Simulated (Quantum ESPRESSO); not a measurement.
## HfO2, tetragonal: the electronic dielectric constant against pressure

How does ε∞, from linear response (ph.x, fixed occupations, ions clamped), follow the pressure? The symmetry of the cell is held, so distortions that would lower it, which this phase may prefer, aren't tested.

Calculated with Quantum ESPRESSO 7.5, PBEsol, GBRV 1.5 ultrasoft potentials, cutoff 680 eV, Fermi–Dirac smearing 0.02 eV, k-mesh 8×8×6, no spin polarisation, no spin-orbit coupling.

Reference cell, relaxed at zero pressure with PBEsol (P4_2/nmc): a = 3.5580 Å, b = 3.5580 Å, c = 5.1403 Å, α = 90.00°, β = 90.00°, γ = 90.00°.

```
atom       x       y       z
  Hf  0.0000  0.0000  0.0000
  Hf  0.5000  0.5000  0.5000
   O  0.0000  0.5000  0.2023
   O  0.0000  0.5000  0.7023
   O  0.5000  0.0000  0.2977
   O  0.5000  0.0000  0.7977
```

| pressure (GPa) | V (Å³/atom) | ε_xx | ε_yy | ε_zz | mean | gap (eV) |
| --- | --- | --- | --- | --- | --- | --- |
| −4 | 11.080 | 5.235 | 5.235 | 4.728 | 5.066 | 4.614 |
| 0 | 10.846 | 5.240 | 5.240 | 4.786 | 5.088 | 4.607 |
| 5 | 10.596 | 5.243 | 5.243 | 4.852 | 5.113 | 4.551 |
| 10 | 10.378 | 5.245 | 5.245 | 4.913 | 5.134 | 4.505 |
| 15 | 10.186 | 5.246 | 5.246 | 4.970 | 5.154 | 4.467 |
| 30 | 9.712 | 5.247 | 5.247 | 5.123 | 5.206 | 4.301 |

**Question.** Give the mean ε∞ and the long-wavelength refractive index at x = 20, a row left out above (x is the first column).

Least squares with ε = e0 + e1 x + e2 x² gives e0 = 5.0875, e1 = 0.0050416 and e2 = −3.666e-05. At x = 20 this is 5.174, so n = √ε = 2.275 as an average over directions. The run itself gives 5.172, so the estimate misses by 0.002; the fitted rows themselves lie up to 0.001 off the law.

Along the table the mean ε∞ rises wherever the smallest gap falls, which need not be its cause. Semilocal functionals tend to give ε∞ too large, the k-mesh wasn't converged for it (a zone-centred mesh of this size overestimates it where the gap is small), and polar lattice vibrations add to the static constant, which isn't calculated here.

[Logs are printed without paths, hosts, clocks, repeated set-up lines and the standing remarks that a program may print on its own settings, such as how far it seeks lower states.]
